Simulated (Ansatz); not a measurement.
# The perfect Ni wire along [100], 9 atoms a period, part 2 of 2

Wanted: the relaxed geometry and the bands of the Ni wire along [100], 9 atoms a period.

Ansatz 0.2.0; DFT PBE, plane waves, PAW; relaxation of a wire's period; PAW set soft_1 (the session's first sound run).

So far: Starting point; Relaxing the period.

### Step 2. Relaxing the period (continued)

Step by step:

```csv
step,energy less that of the first step (eV),largest force component (eV/Å),pressure (GPa),volume (Å³)
1,0.0000,0.6869,-3.48,374.89
2,-0.4946,0.3156,-1.92,361.19
3,-0.7988,0.1543,-0.01,343.38
4,-1.0678,0.3070,0.68,324.63
5,-1.4839,0.4341,0.82,306.33
6,-2.1746,0.3484,-0.06,288.48
7,-2.7801,0.3916,0.92,270.06
8,-2.9961,0.0852,1.49,252.23
9,-3.0467,0.1031,-0.82,259.35
10,-3.0555,0.0125,-0.12,258.07
11*,-3.0331,0.0112,-0.11,258.07
```

Relaxation steps marked * repeat the geometry before them on a plane-wave basis chosen anew for their cell, so energy and pressure can jump there.

The run keeps the 16 symmetry operations that it works with, so distortions that break them were not tested.

| cell as run | before | after | change |
| --- | --- | --- | --- |
| c (Å) | 3.520 | 2.423 | -31.2 % |

The atoms that moved most (Å, along periodic axes as changes of fractional coordinates times the final cell, across vacuum about the mean position):

| atom | dx | dy | dz | length |
| --- | --- | --- | --- | --- |
| Ni1 | -0.282 | -0.282 | 0.000 | 0.399 |
| Ni2 | -0.282 | 0.282 | 0.000 | 0.399 |
| Ni4 | 0.282 | -0.282 | 0.000 | 0.399 |
| Ni5 | 0.282 | 0.282 | 0.000 | 0.399 |
| Ni7 | 0.000 | -0.348 | 0.000 | 0.348 |
| Ni6 | -0.348 | 0.000 | 0.000 | 0.348 |
| Ni8 | 0.000 | 0.348 | 0.000 | 0.348 |
| Ni9 | 0.348 | 0.000 | 0.000 | 0.348 |

This step gave:

- energy at zero smearing: -52549.7817 eV
- total moment: 6.763 μB
- absolute moment: 7.551 μB
- cell length along the wire: 2.423 Å

Site moment by atom:

```csv
atom,site moment (μB)
Ni1,0.764
Ni2,0.764
Ni3,0.833
Ni4,0.764
Ni5,0.764
Ni6,0.772
Ni7,0.772
Ni8,0.772
Ni9,0.772
```

The cell's length comes to 2.423 Å with an absolute moment of 7.55 μB a cell. That is -31 % against the start, more than a small adjustment. 9 contacts a cell pass between under 1.1 and over 1.27 times the sum of covalent radii, so the wire has rearranged from the shape that names it.

### Step 3. Bands of the perfect wire

This step: DFT PBE, plane waves, PAW; bands of a perfect wire; PAW set soft_1 (Ansatz 0.2.0).

At the relaxed period the bands are computed along the axis; those that cross an energy going forward count the channels that a perfect wire would open there.

input.yaml reads:

```yaml
crystal:
  lattice:
    - [10.32, 0.0, 0.0]
    - [0.0, 10.32, 0.0]
    - [0.0, 0.0, 2.4231374642]
  atoms:
    - { symbol: Ni, position: [0.302106852, 0.302106852, 0.0], spin: 0.76 }
    - { symbol: Ni, position: [0.302106852, 0.697893148, 0.0], spin: 0.76 }
    - { symbol: Ni, position: [0.5, 0.5, 0.0], spin: 0.83 }
    - { symbol: Ni, position: [0.697893148, 0.302106852, 0.0], spin: 0.76 }
    - { symbol: Ni, position: [0.697893148, 0.697893148, 0.0], spin: 0.76 }
    - { symbol: Ni, position: [0.29570143, 0.5, 0.5], spin: 0.77 }
    - { symbol: Ni, position: [0.5, 0.29570143, 0.5], spin: 0.77 }
    - { symbol: Ni, position: [0.5, 0.70429857, 0.5], spin: 0.77 }
    - { symbol: Ni, position: [0.70429857, 0.5, 0.5], spin: 0.77 }
magnetization:
  spin_polarized: true
kpoints:
  mp_grid: { grid: [1, 1, 34] }
  band_path: { path: ["Γ", Z], npoints: 90 }
scf:
  occupations: { method: fermi_dirac, width: 0.05 }
hamiltonian:
  xc: pbe
  pseudopotentials: { kind: paw, azcp: { folder: soft_1 } }
output:
  dos: { e_range: [-5, 4] }
  write_potential: true
  write_density: true
  volumetric_format: npy
```

The run is started by

```console
$ ansatz run input.yaml --threads 4 --pin off --max-ram 16384MiB --backend cpu --events-out ev --progress --plain --runs-dir out
```

Numbers of over 12 decimals in the logs are rounded to 6 here.

The log of the run:

```text
[...]
Crystal: 9 atoms, lattice volume = 258.070 Å³
Basis set: ecut = 420 eV, 4973 PW (Γ)
Bands: 102, of which v1, the nominal top of the filled ones, is band 81 counted from 1 (80 counted from 0)
Symmetry: 16 space group operations
[...]
k-points: 18 of 34
[...]
Starting moments: Σ|m| = 6.95 μB on 9 of 9 sites
[...]
SCF iter   1: F=—  HF=-52541.126857 eV  |F-HF|=—  |Δ(HF+E_count)|=         —  Δρ=2.73e-2 (↑2.28e-2 ↓2.73e-2)  dr2=1.31e1  dr2_m=8.82e-1  M=7.540 μB ∫|m|=7.891 μB  β_m=0.30  ethr=3.10e-3  ⟨swp⟩=7.4  Hψ=15862  notcnv=0  defer=116
[...]
SCF iter  13: F=-52549.818148 eV  HF=-52549.818148 eV  |F-HF|=1.75e-9  |Δ(HF+E_count)|=   9.50e-9  Δρ=1.97e-6 (↑9.68e-7 ↓1.97e-6)  dr2=8.21e-9  dr2_m=2.76e-9  M=6.793 μB ∫|m|=7.558 μB  ethr=6.17e-11  ⟨swp⟩=10.3  Hψ=14763  notcnv=0
SCF 1 converged in 13 iterations: F = -52549.818148 eV  dr2 = 8.21e-9
[...]
WARN: The output density's exchange-correlation potential varies sharply where the density is thin. Do not read a vacuum level from v_tot or v_xc, or from such a field of the output density. On a cell that repeats whose density bears no net charge and no dipole along the vacuum's axis use v_es (v_loc + v_h of the components); under efield.dipole_correction with no amplitude use v_es + v_field, which holds any externa [...]
NSCF: frozen V_eff on 91 k-points
SCF converged after 13 iterations
Magnetization: 6.7926 μB (84.3963 up, 77.6037 down)
Absolute magnetization: 7.5674 μB (∫|ρ↑−ρ↓|, with the PAW one-centre terms)
[...]
Per-site moments (μB) at R_I (Å): [(0.765844, 0.979901), (0.765844, 0.979901), (0.836930, 0.999544), (0.765844, 0.979901), (0.765844, 0.979901), (0.775381, 0.979901), (0.775381, 0.979901), (0.775381, 0.979901), (0.775381, 0.979901)]
Free energy (F): -52549.818148 eV
[...]
Internal energy: -52549.734304 eV  (E = F + TS)
E sigma→0 (E₀):  -52549.776226 eV
Entropy (-TS):   -0.083844 eV (-9.316 meV/atom)
Fermi energy:    4.024250 eV
[...]
--- Band table (eV; the first three rows and the last of 36) ---
  k-point 0 ↑: bands = [... 77 lower, 3.0976, 3.1175, 3.2907, 3.2907, 3.3555, 3.5016, 3.5027, 3.5552, ... 17 higher]
  k-point 1 ↑: bands = [... 77 lower, 3.1077, 3.2154, 3.2807, 3.2807, 3.3297, 3.5099, 3.5167, 3.5167, ... 17 higher]
  k-point 2 ↑: bands = [... 77 lower, 3.1575, 3.2569, 3.2569, 3.2652, 3.4068, 3.4068, 3.4134, 3.4905, ... 17 higher]
  k-point 17 ↓: bands = [... 77 lower, 4.3671, 4.4149, 4.4149, 4.4465, 5.9594, 6.1329, 6.1466, 6.4762, ... 17 higher]
```

The job ended after 90 s (4 threads of Arm Neoverse V1, shared host; peak memory 2.3 GiB).

Reading the cycles: dr2 is the Hartree energy of the density residual (eV), the measure of convergence; HF is the Harris–Foulkes estimate of the energy, which meets the free energy F at convergence.

This step gave:

```
energy at zero smearing : -52549.7762 eV
total moment            : 6.793 μB
absolute moment         : 7.567 μB
band gap                : 0 eV
```

Between Γ and Z the bands cross the Fermi level 17 times, so a perfect wire would conduct at least 8.5 G₀, with an absolute moment of 7.57 μB a cell.

### Step 4. Results

```
cell length, PBE                                            : 2.423 Å
absolute moment, PBE                                        : 7.57 μB
ballistic conductance by band crossings, a lower bound, PBE : 8.5 G₀
```

In words: Under PBE the cell's length is 2.42 Å, the absolute moment is 7.57 μB a cell, and the bands cross the Fermi level 17 times between Γ and Z, which gives a perfect wire at least 8.5 G₀ (opposite crossings within one step of the path cancel in such a count). In the perfect wire the moments were started parallel, and no opposed start was run. No search over magnetic orders was made; another may lie lower.

[Logs are printed without paths, hosts, clocks, repeated set-up lines and the standing remarks that a program may print on its own settings, such as how far it seeks lower states.]

[Hosts, paths, dates, database ids (printed as entryN), source tags and the programs' standing remarks are cut or masked in the printed files.]
